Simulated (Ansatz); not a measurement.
# Bands, cutoff and cost in G0W0 for Zn3SbN3 (Cm), part 2 of 2

How do accuracy and time trade against each other in G0W0 on Zn3SbN3 (Cm)?

Ansatz 0.2.0; G0W0 on PBE, plane waves, PAW; PAW set soft_1. Known limits of the many-body steps: not at the basis limit; d shell near the gap, gap tends to lie low; no spin-orbit coupling.

So far. Step 4 (804 empty bands, screening to 230 eV): Against the run with 4×4×4 mesh, 373 empty bands, screening to 138 eV, PAW set soft_1 files, the gap moves by +0.05 eV.

## (5) Changing the frequency model: 4×4×4 mesh, 804 empty bands, screening to 230 eV, plasmon pole, PAW set soft_1 files

A plasmon pole stands in for the full frequency dependence of the screening; this run shows what that costs in accuracy.

Input file input.yaml:

```yaml
crystal:
  lattice:
    - [3.3938895471, -3.283248115, 0.0]
    - [3.3938895471, 3.283248115, 0.0]
    - [-3.2155964401, 0.0, 4.5561292986]
  atoms:
    - { symbol: Zn, position: [0.64265811, 0.64265811, 0.11808447] }
    - { symbol: Zn, position: [0.75601403, 0.31486041, 0.51982585] }
    - { symbol: Zn, position: [0.31486041, 0.75601403, 0.51982585] }
    - { symbol: Sb, position: [0.06050886, 0.06050886, 0.00241463] }
    - { symbol: "N", position: [0.41103526, 0.94206134, 0.29988336] }
    - { symbol: "N", position: [0.94206134, 0.41103526, 0.29988336] }
    - { symbol: "N", position: [0.698722, 0.698722, 0.81219049] }
kpoints:
  mp_grid: { grid: [4, 4, 4] }
hamiltonian:
  xc: pbe
  pseudopotentials: { kind: paw, azcp: { folder: soft_1 } }
scf:
  occupations: { method: fixed }
gw:
  n_empty_bands: 804
  ecut_chi: 230.0
  qp_bands: [v2, c2]
  qp_kpoints: band_edges
  screening: { model: godby_needs }
```

The run is started by

```bash
$ ansatz run input.yaml --threads 2 --pin off --max-ram 92160MiB --backend cuda --events-out ev --progress --plain --runs-dir out --devices 1 --max-vram 13GiB
```

Numbers of over 12 decimals in the logs are rounded to 6 here.

Log:

```text
GPUs: using 1 of 1 available (devices: 1).
[...]
GPU FFT provider: cuFFT
GPU libraries: cuBLAS 13.8.2, cuFFT 12.4.0, cuSOLVER 12.3.4
Crystal: 7 atoms, lattice volume = 101.538 Å³
Basis set: ecut = 420 eV, 1987 PW (Γ)
Bands: 40, of which v1, the nominal top of the filled ones, is band 33 counted from 1 (32 counted from 0)
Symmetry: 2 space group operations
[...]
k-points: 24 of 64 (time reversal used)
[...]
1    35     11.9221   -10.3239    -4.0745   -14.6183  0.8020    12.1422    12.1419  root
[...]
23    32      7.9664   -26.6342     3.8827   -22.0748  0.7669     7.2869     7.2898  root
    23    33      8.4089   -25.8767     3.6118   -21.6702  0.7655     7.8120     7.8142  root
    23    34     11.7638    -9.1635    -4.1117   -13.4518  0.8037    11.9406    11.9404  root
    23    35     12.5638   -10.0490    -4.2674   -14.5820  0.7961    12.8299    12.8295  root
[key lines of the parts left out:]
SCF converged after 12 iterations
Free energy (F): -17592.767496 eV
Fermi energy:    8.560593 eV
```

Elapsed: 3.4 min, on 1 × NVIDIA H100 80GB HBM3 (shared by 6 runs) with 2 threads of AMD EPYC 7R13 (Zen 3), shared host; peak memory 5.8 GiB.

Numbers from this step:

```yaml
bands_summed: 837
plasmon_pole_fit_frequency: 29.94 eV
rpa_eps_infinity_on_this_mesh_eigenvalues: 7.162, 8.111, 8.150
plane_waves_in_the_screening_matrix: 787
g0w0_gap_on_the_mesh: 2.134 eV
k_of_the_valence_top: 0.25, -0.25, 0
k_of_the_conduction_bottom: 0, 0, 0.25
starting_gap_on_the_mesh: 1.432 eV
least_direct_g0w0_gap_on_the_computed_points: 2.344 eV
```

Against the run with 4×4×4 mesh, 804 empty bands, screening to 230 eV, PAW set soft_1 files, the gap moves by −0.05 eV.

## (6) Changing the files and raising the bands: 4×4×4 mesh, 1192 empty bands, screening to 299 eV, hard PAW files

Other atomic data (hard PAW) test the pseudisation: the cutoff goes from 420 to 870 eV and the valence electrons from 66 to 96, which opens shells that were frozen. Bands and screening cutoff change too, so the step is no clean test of the files.

This step: G0W0 on PBE, plane waves, PAW.

Edit input.yaml of step 5 so:

```diff
@@ -17,3 +17,3 @@
   xc: pbe
-  pseudopotentials: { kind: paw, azcp: { folder: soft_1 } }
+  pseudopotentials: { kind: paw, source: ansatz }
 scf:
@@ -21,6 +21,6 @@
 gw:
-  n_empty_bands: 804
-  ecut_chi: 230.0
+  n_empty_bands: 1192
+  ecut_chi: 299.0
   qp_bands: [v2, c2]
   qp_kpoints: band_edges
-  screening: { model: godby_needs }
+  screening: { model: contour_deformation }
```

Log:

```text
GPUs: using 1 of 1 available (devices: 1).
[...]
GPU FFT provider: cuFFT
GPU libraries: cuBLAS 13.8.2, cuFFT 12.4.0, cuSOLVER 12.3.4
Crystal: 7 atoms, lattice volume = 101.538 Å³
Basis set: ecut = 870 eV, 5915 PW (Γ)
Bands: 58, of which v1, the nominal top of the filled ones, is band 48 counted from 1 (47 counted from 0)
Symmetry: 2 space group operations
[...]
k-points: 24 of 64 (time reversal used)
[...]
1    50     13.6657   -10.3030    -4.1818   -14.5986  0.7625    13.7798    13.7795  root
[...]
23    47      9.7028   -26.6436     3.7229   -22.0866  0.7271     8.8519     8.8687  root
    23    48     10.1454   -25.8810     3.4318   -21.6758  0.7261     9.3584     9.3718  root
    23    49     13.5115    -9.1395    -4.2230   -13.4318  0.7667    13.5810    13.5809  root
    23    50     14.3087   -10.0280    -4.4088   -14.5643  0.7475    14.4367    14.4362  root
[key lines of the parts left out:]
SCF converged after 12 iterations
Free energy (F): -32859.056862 eV
Fermi energy:    10.296255 eV
```

Run time: 9.9 min. Hardware: 1 × NVIDIA H100 80GB HBM3 (shared by 6 runs) with 2 threads; peak memory 11 GiB.

Numbers from this step:

| Quantity | Value |
| --- | --- |
| bands summed | 1240 |
| RPA ε∞ on this mesh (eigenvalues) | 7.144, 8.078, 8.122 |
| plane waves in the screening matrix | 1183 |
| G0W0 gap on the mesh | 2.222 eV |
| k of the valence top | 0.25, -0.25, 0 |
| k of the conduction bottom | 0, 0, 0.25 |
| starting gap on the mesh | 1.441 eV |
| least direct G0W0 gap on the computed points | 2.412 eV |

Against the run with 4×4×4 mesh, 804 empty bands, screening to 230 eV, PAW set soft_1 files, the gap moves by +0.04 eV.

## (7) The runs together

Times are wall times on 1 × NVIDIA H100 80GB HBM3 (shared by 6 runs) with 2 threads of AMD EPYC 7R13 (Zen 3), shared host, good to a factor of about two.

```
 mesh           files            frequency  bands summed  cutoff (eV)  start (eV)  G0W0 (eV)     time  host memory (GiB)
4×4×4  PAW set soft_1  contour deformation           165           69       1.432      2.074     33 s                1.3
4×4×4  PAW set soft_1  contour deformation           406          138       1.432      2.131     70 s                2.1
4×4×4  PAW set soft_1  contour deformation           837          230       1.432      2.184  2.4 min                4.5
4×4×4  PAW set soft_1         plasmon pole           837          230       1.432      2.134  3.4 min                5.8
4×4×4        hard PAW  contour deformation          1240          299       1.441      2.222  9.9 min                 11
```

How the two edges are built up, in eV (the quasiparticle level is the starting level plus Σx plus Σc less Vxc):

```
      run               edge  start      Σx     Σc     Vxc     Z     QP
165 bands        valence top   8.56  -24.69   3.37  -21.01  0.75   8.25
165 bands  conduction bottom   9.99  -11.60  -3.01  -14.94  0.78  10.33
406 bands        valence top   8.56  -24.69   3.13  -21.01  0.74   8.02
406 bands  conduction bottom   9.99  -11.60  -3.19  -14.94  0.78  10.15
837 bands        valence top   8.56  -24.69   2.97  -21.01  0.74   7.86
837 bands  conduction bottom   9.99  -11.60  -3.29  -14.94  0.78  10.04
```

## (8) Outcome

| Item | Value |
| --- | --- |
| 165 bands, 69 eV | 2.074 eV |
| 406 bands, 138 eV | 2.131 eV |
| 837 bands, 230 eV | 2.184 eV |
| estimated limit in bands and cutoff | 2.24 eV |
| mesh and start | 4×4×4, PBE |

In words: A line in one over the bands through the two highest rungs gives 2.24 eV, +0.05 eV from the top rung; the pair below gives 2.17 eV, so the estimate is still climbing. The rungs stand 0.16 eV (165 bands), 0.10 eV (406 bands) and 0.05 eV (837 bands) from it. From 165 to 837 bands the gap moves by +0.11 eV while the time grows 4.3-fold. Σc changes by −0.39 eV at the valence top and −0.28 eV at the conduction bottom, so the levels themselves move more than the gap between them. The plasmon-pole model gives −0.05 eV against contour deformation, 7 % of the correction, and saved no time in this program. With hard PAW files and 1240 bands the gap is 2.22 eV; the line for the PAW set soft_1 files gives 2.20 eV at that count, a difference of +0.02 eV that holds the line's own error too. The cheapest rung within 0.1 eV of this estimate is that with 837 bands (2.4 min). The 4×4×4 mesh misses a band edge: over a band path and its finer mesh (run apart) the PBE gap is 1.37 eV, so the G0W0 gap over the zone may lie about 0.06 eV below its value on the mesh. A d shell, filled or nearly so, lies near the gap. One-shot GW converges very slowly in bands there, not always from below, and on a semilocal start the gap tends to come out low; starts rich in exact exchange can overshoot instead. The many-body steps are scalar-relativistic: spin-orbit coupling is not in them.

[Paths, hosts, dates, memory and timing lines, banners, echoed tables and standing remarks are left out of the program output.]

[Logs are printed without paths, hosts, clocks, repeated set-up lines and the standing remarks that a program may print on its own settings, such as how far it seeks lower states.]

[Runs of the session that timed out or met a known fault of the program may be left out.]

[Cells called generated may have been cut or substituted from an entry of the Crystallography Open Database or the Materials Project.]

[Hosts, paths, dates, database ids (printed as entryN), source tags and the programs' standing remarks are cut or masked in the printed files.]
